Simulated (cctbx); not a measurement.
## Er4Mo3S12: precision against data quality

Space group P-1 (no. 2), a = 7.6700 Å, b = 7.8100 Å, c = 7.9590 Å, α = 99.04°, β = 99.94°, γ = 98.93°.

```
atom  mult.       x       y       z  Ueq (Å²)
 Er1      2  0.8617  0.6917  0.3900    0.0150
 Er2      2  0.7015  0.3922  0.8719    0.0238
 Mo1      2  0.3861  0.8518  0.6736    0.0197
 Mo2      1       0       0       0    0.0196
  S1      2  0.5810  0.4141  0.1746    0.0376
  S2      2  0.4258  0.1736  0.5789    0.0365
  S3      2  0.1932  0.5815  0.4304    0.0352
  S4      2  0.0880  0.9242  0.6944    0.0279
  S5      2  0.9357  0.6877  0.0528    0.0326
  S6      2  0.6757  0.0272  0.8911    0.0296
```

The model was made for the exercise: a known structure type with other elements put in, its volume estimated, not relaxed; displacement parameters are assumed.

Five simulated data sets (cctbx; Ag Kα, λ = 0.56087 Å; 6 % proportional error) differ in resolution or exposure (noise floor 4 counts in the first three, 8 in the last two). Each is refined with the right model, isotropic at 1.1 Å and anisotropic otherwise. How do the figures of merit and the uncertainties move?

```
d min (Å)  top counts  ⟨I/σ⟩ (unmerged, absences included)  unique  param. (scale apart)   Rint      R1  GooF  largest s.u. xyz (fractional)  s.u. U of S1 (Å²)  largest error (Å)
      1.1       70000                                 13.7     700                    37  0.034  0.0248  1.50                        0.00047             0.0010             0.0095
     0.84       70000                                 13.3    1600                    87  0.036  0.0192  0.96                        0.00021             0.0008             0.0042
      0.6       70000                                 11.2    4404                    87  0.037  0.0219  0.94                        0.00015             0.0004             0.0021
     0.75         300                                  1.1    2262                    87  0.340  0.1388  0.95                        0.00425             0.0137             0.0645
     0.75        3000                                  4.9    2262                    87  0.072  0.0476  0.95                        0.00072             0.0025             0.0144
```

GooF reaches 1.5 where the model lacks something that the data hold (anisotropy at the isotropic level, for one). The s.u. of U for S1 goes 0.0010, 0.0008, 0.0004 Å² with resolution and 0.0137, 0.0025 Å² with exposure.

The 1.1 Å row also differs in its displacement model, so it isn't a clean test of resolution.

Hardware for the 0.6 Å refinement: 0.42 s on 1 thread of Arm Neoverse V2, on a shared host, peak memory 0.09 GiB.

[Logs are printed without paths, hosts, clocks, repeated set-up lines and the standing remarks that a program may print on its own settings, such as how far it seeks lower states.]
